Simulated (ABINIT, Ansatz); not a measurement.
## A GW chain in ABINIT: CdTe (F-43m)

Wanted: ground state, empty states, screening and self-energy for CdTe (F-43m).

Method: PBE and many-body steps on it, plane waves, in ABINIT 10.8.3.

**Experimental background.**

- Gap 1.48 ± 0.02 eV: direct optical gap from Tauc analysis, 1.5 h deposition; UV-vis diffuse reflectance; film (electrodeposited 1.5 h on FTO, Te-rich) (“Electrodeposition of CdTe Thin Films for Solar Energy Water Splitting”, 2020, pmc:7177234).

- Gap 1.592 eV: near-band-edge L1 bound-exciton energy extrapolated to 0 K (Varshni), slightly below the true gap; temperature-dependent photoluminescence; 0 K; bulk crystal (vertical Bridgman single crystal) (“Photoluminescence characteristics of Cd1-xMnxTe single crystals grown by the vertical Bridgman method”, 2012, pmc:3275455).

- Gap 1.32 ± 0.02 eV: direct optical gap from Tauc analysis, 2.5 h deposition; UV-vis diffuse reflectance; film (electrodeposited 2.5 h on FTO, nearly stoichiometric) (“Electrodeposition of CdTe Thin Films for Solar Energy Water Splitting”, 2020, pmc:7177234).

## (1) The system as given

It takes space group F-43m (No. 216, cubic). Conventional cell: a = 6.480 Å, b = 6.480 Å, c = 6.480 Å, α = 90.00°, β = 90.00°, γ = 90.00°. Nearest to Cd lie 4 Te at 2.81 Å. Te has 4 Cd at 2.81 Å nearest. Farther neighbours, and contacts between anions beyond the nearest, are not listed.

The cell and positions come from the Crystallography Open Database and are kept as given unless a step says otherwise.

## (2) Ground state

This step: ABINIT 10.8.3; DFT, PBE, plane waves, norm-conserving pseudopotentials.

The ground-state density comes first.

Input file run.abi:

```
acell 3*1.0 Angstrom
rprim 
  0.000000000000 3.240000000000 3.240000000000
  3.240000000000 0.000000000000 3.240000000000
  3.240000000000 3.240000000000 0.000000000000
ntypat 2
znucl 48 52
natom 2
typat 1 2
xred 
  0.000000000000 0.000000000000 0.000000000000
  0.250000000000 0.250000000000 0.250000000000
pp_dirpath "pseudos"
pseudos "Cd.upf, Te.upf"
ecut 47
ngkpt 6 6 6
nshiftk 1
shiftk 0 0 0
kptopt 1
chksymbreak 0
nband 27
occopt 1
tolvrs 1e-10
nstep 60
prtwf 0
optforces 0
optstress 0
indata_prefix "in"
outdata_prefix "out"
tmpdata_prefix "tmp"
```

Command:

```bash
> OMP_NUM_THREADS=1 mpirun -n 8 abinit run.abi > log
```

What it wrote:

```text
.Version 10.8.3 of ABINIT. v10.8.2 released Aug 2026.

 Symmetries : space group F-4 3 m (#216); Bravais cF (face-center cubic)
================================================================================
 Values of the parameters that define the memory need of the present run
     intxc =       0    ionmov =       0      iscf =       7    lmnmax =       8
     lnmax =       8     mgfft =      54  mpssoang =       4    mqgrid =    3001
     natom =       2  nloc_mem =       1    nspden =       1   nspinor =       1
    nsppol =       1      nsym =      24    n1xccc =    2501    ntypat =       2
    occopt =       1   xclevel =       2
-    mband =          27        mffmem =           1         mkmem =           2
       mpw =        7099          nfft =      157464          nkpt =          16
================================================================================
  Rough estimation (10% accuracy) of disk space for files :
================================================================================

--------------------------------------------------------------------------------
------------- Echo of variables that govern the present computation ------------
--------------------------------------------------------------------------------
 -outvars: echo values of preprocessed input variables --------
            acell      1.8897261259E+00  1.8897261259E+00  1.8897261259E+00 Bohr

      chksymbreak           0
             ecut      4.70000000E+01 Hartree
-          fftalg         312

              ixc     -101130
              kpt      0.00000000E+00  0.00000000E+00  0.00000000E+00
                       1.66666667E-01  0.00000000E+00  0.00000000E+00
                       3.33333333E-01  0.00000000E+00  0.00000000E+00
                       5.00000000E-01  0.00000000E+00  0.00000000E+00
                       1.66666667E-01  1.66666667E-01  0.00000000E+00
                       3.33333333E-01  1.66666667E-01  0.00000000E+00
                       5.00000000E-01  1.66666667E-01  0.00000000E+00
                      -3.33333333E-01  1.66666667E-01  0.00000000E+00
                      -1.66666667E-01  1.66666667E-01  0.00000000E+00
   [... 5 further rows ...]
                      -3.33333333E-01  3.33333333E-01  1.66666667E-01
                      -3.33333333E-01  5.00000000E-01  1.66666667E-01
         kptrlatt        6    0    0      0    6    0      0    0    6
          kptrlen      5.19529396E+01
P           mkmem           2
            natom           2
            nband          27
            ngfft          54      54      54
             nkpt          16
            nstep          60
             nsym          24
           ntypat           2
              occ      2.000000  2.000000  2.000000  2.000000  2.000000  2.000000
                       2.000000  2.000000  2.000000  2.000000  2.000000  2.000000
                       2.000000  2.000000  2.000000  2.000000  2.000000  2.000000
                       2.000000  2.000000  2.000000  2.000000  0.000000  0.000000
[...]
optforces           0
        optstress           0
            prtwf           0
            rprim      0.0000000000E+00  3.2400000000E+00  3.2400000000E+00
[...]
spgroup         216

           tolvrs      1.00000000E-10

             xred      0.0000000000E+00  0.0000000000E+00  0.0000000000E+00
[...]
znucl       48.00000   52.00000

================================================================================

 chkinp: Checking input parameters for consistency.

================================================================================
== DATASET  1 ==================================================================
-   mpi_nproc: 8, omp_nthreads: 1 (-1 if OMP is not activated)

--- !DatasetInfo
iteration_state: {dtset: 1, }
dimensions: {natom: 2, nkpt: 16, mband: 27, nsppol: 1, nspinor: 1, nspden: 1, mpw: 7099, }
cutoff_energies: {ecut:  47.0, pawecutdg:  -1.0, }
electrons: {nelect:   4.40000000E+01, charge:   0.00000000E+00, occopt:   1.00000000E+00, tsmear:   1.00000000E-02, }

 Real(R)+Recip(G) space primitive vectors, cartesian coordinates (Bohr,Bohr^-1):
 R(1)=  0.0000000  6.1227126  6.1227126  G(1)= -0.0816631  0.0816631  0.0816631
 R(2)=  6.1227126  0.0000000  6.1227126  G(2)=  0.0816631 -0.0816631  0.0816631
 R(3)=  6.1227126  6.1227126  0.0000000  G(3)=  0.0816631  0.0816631 -0.0816631
 Unit cell volume ucvol=  4.5905173E+02 bohr^3
 Angles (23,13,12)=  6.00000000E+01  6.00000000E+01  6.00000000E+01 degrees

 getcut: wavevector=  0.0000  0.0000  0.0000  ngfft=  54  54  54
         ecut(hartree)=     47.000   => boxcut(ratio)=   2.02148

--- Pseudopotential description ------------------------------------------------
- Cd Generated using ONCVPSP code by D. R. Hamann
- 48.00000  20.00000  171031                  znucl, zion, pspdat
12 -101130 2 -1 1368                          pspcod,pspxc,lmax,lloc,mmax
     nproj     2     2     2     0
  pspatm : epsatm=   19.67729986
         --- l  ekb(1:nproj) -->
[...]
pspatm: atomic psp has been read  and splines computed

- Te Generated using ONCVPSP code by D. R. Hamann
- 52.00000  24.00000  220131                  znucl, zion, pspdat
12 -101130 3 -1 1294                          pspcod,pspxc,lmax,lloc,mmax
     nproj     2     2     2     2
  pspatm : epsatm=   28.89495404
         --- l  ekb(1:nproj) -->
[...]
pspatm: atomic psp has been read  and splines computed

   2.13717917E+03                                ecore*ucvol(ha*bohr**3)
--------------------------------------------------------------------------------

_setup2: Arith. and geom. avg. npw (full set) are    7068.301    7068.284

================================================================================

--- !BeginCycle
iteration_state: {dtset: 1, }
solver: {iscf: 7, nstep: 60, nline: 4, wfoptalg: 0, }
tolerances: {tolvrs: 1.00E-10, }

     iter   Etot(hartree)      deltaE(h)  residm     vres2
 ETOT  1  -455.01451075098    -4.550E+02 5.250E-01 3.250E+02
 ETOT  2  -455.67603146776    -6.615E-01 1.543E-02 1.512E+02
 ETOT  3  -455.69372177424    -1.769E-02 7.941E-04 3.237E+00
 ETOT  4  -455.69383783588    -1.161E-04 1.955E-04 1.309E+00
 ETOT  5  -455.69391768051    -7.984E-05 9.521E-05 1.957E-01
 ETOT  6  -455.69394047356    -2.279E-05 6.636E-05 1.669E-02
 ETOT  7  -455.69394135313    -8.796E-07 4.673E-05 7.624E-04
 ETOT  8  -455.69394139116    -3.802E-08 3.583E-05 2.327E-05
 ETOT  9  -455.69394139298    -1.818E-09 2.608E-05 1.724E-06
 ETOT 10  -455.69394139315    -1.752E-10 2.059E-05 8.402E-08
 ETOT 11  -455.69394139315     4.889E-12 1.461E-05 2.478E-09
 ETOT 12  -455.69394139313     1.478E-11 1.183E-05 2.398E-11

 At SCF step   12       vres2   =  2.40E-11 < tolvrs=  1.00E-10 =>converged.

--- !ResultsGS
iteration_state: {dtset: 1, }
comment   : Summary of ground state results
lattice_vectors:
- [  0.0000000,   6.1227126,   6.1227126, ]
- [  6.1227126,   0.0000000,   6.1227126, ]
- [  6.1227126,   6.1227126,   0.0000000, ]
lattice_lengths: [   8.65882,    8.65882,    8.65882, ]
lattice_angles: [ 60.000,  60.000,  60.000, ] # degrees, (23, 13, 12)
lattice_volume:   4.5905173E+02
convergence: {deltae:  1.478E-11, res2:  2.398E-11, residm:  1.183E-05, diffor:  0.000E+00, }
etotal    :  -4.55693941E+02
entropy   :   0.00000000E+00
fermie    :   1.98221920E-01
cartesian_stress_tensor: null
pressure_GPa: null
xred      :
- [  0.0000E+00,   0.0000E+00,   0.0000E+00, Cd]
- [  2.5000E-01,   2.5000E-01,   2.5000E-01, Te]
cartesian_forces: null
force_length_stats: {min: null, max: null, mean: null, }

 Integrated electronic density in atomic spheres:
 ------------------------------------------------
 Atom  Sphere_radius  Integrated_density
    1        2.00000         17.16315695
    2        2.00000         19.94816551
================================================================================

 ----iterations are completed or convergence reached----

 Mean square residual over all n,k,spin=   27.379E-09; max=  11.825E-06
 reduced coordinates (array xred) for    2 atoms
       0.000000      0.000000      0.000000
       0.250000      0.250000      0.250000
 rms dE/dt=  0.0000E+00; max dE/dt=  0.0000E+00; dE/dt below (all hartree)
    1       0.000000      0.000000      0.000000
    2       0.000000      0.000000      0.000000

 cartesian coordinates (angstrom) at end:
    1      0.000000     0.000000     0.000000
    2      1.620000     1.620000     1.620000
 length scales=  1.889726  1.889726  1.889726 bohr
              =  1.000000  1.000000  1.000000 angstroms
 prteigrs : about to open file out_EIG
 Fermi (or HOMO) energy (hartree) =   0.19822   Average Vxc (hartree)=  -0.33179
 Eigenvalues (hartree) for nkpt=  16  k points:
 kpt#   1, nband= 27, wtk=  0.00463, kpt=  0.0000  0.0000  0.0000 (reduced coord)
  -5.63480   -3.79831   -3.79831   -3.79831   -3.55711   -2.12531   -2.12531   -2.12531
  -1.12571   -1.12571   -1.12571   -1.12542   -1.12542   -0.21246   -0.10626   -0.10626
  -0.10626   -0.09670   -0.09670    0.19822    0.19822    0.19822    0.22653    0.36807
   0.36807    0.36807    0.47246
 prteigrs : prtvol=0 or 1, do not print more k-points.

--- !EnergyTerms
iteration_state     : {dtset: 1, }
comment             : Components of total free energy in Hartree
kinetic             :  1.564656E+02
hartree             :  1.703106E+02
xc                  : -6.035471E+01
Ewald energy        : -2.141487E+02
psp_core            :  4.655639E+00
local_psp           : -5.086249E+02
non_local_psp       : -3.997385E+00
total_energy        : -4.556939E+02
total_energy_eV     : -1.240006E+04
band_energy         : -6.584216E+01

== END DATASET(S) ==============================================================
================================================================================

 -outvars: echo values of variables after computation  --------
           etotal     -4.5569394139E+02
            nband          27
             nkpt          16
          spgroup         216
 [... the other variables as echoed above ...]

 Calculation completed.
```

Run time: 51 s. Hardware: 8 MPI ranks of AMD EPYC 7R43, shared host; peak memory 0.96 GiB; 6.7 min of CPU time.

Numbers from this step:

- total energy: -12400.0638 eV
- gap: 0.7704 eV
- k of the valence top: 0, 0, 0
- k of the conduction bottom: 0, 0, 0
- least direct gap: 0.7704 eV

The gap is direct, at Γ.

(Part 1 of 3 ends here.)

[Long decimals in the printed logs are rounded to 6 places.]

[Logs are printed without paths, hosts, clocks, repeated set-up lines and the standing remarks that a program may print on its own settings, such as how far it seeks lower states.]

[Paths, hosts, dates, memory and timing lines, banners, echoed tables and standing remarks are left out of the program output; an Ansatz launch command may be rebuilt from the run's recorded settings. Measured values are a selection of at most five: reports struck by readers or far from the other reports are left out. None is set beside runs whose start may be inverted or whose files or cutoffs have a known fault.]

[Runs of the session that timed out or met a known fault of the program may be left out.]

[Hosts, paths, dates, database ids (printed as entryN), source tags and the programs' standing remarks are cut or masked in the printed files.]

[G0W0 gaps are taken among the corrected bands and points alone; a level outside them can change the order at an edge.]

[Where Ansatz stands beside ABINIT at settings called matched, ABINIT's density can come from a denser mesh and the files from another edition; pairs whose starting gaps differed by over 0.03 eV were left out, so agreement reads better than it is.]
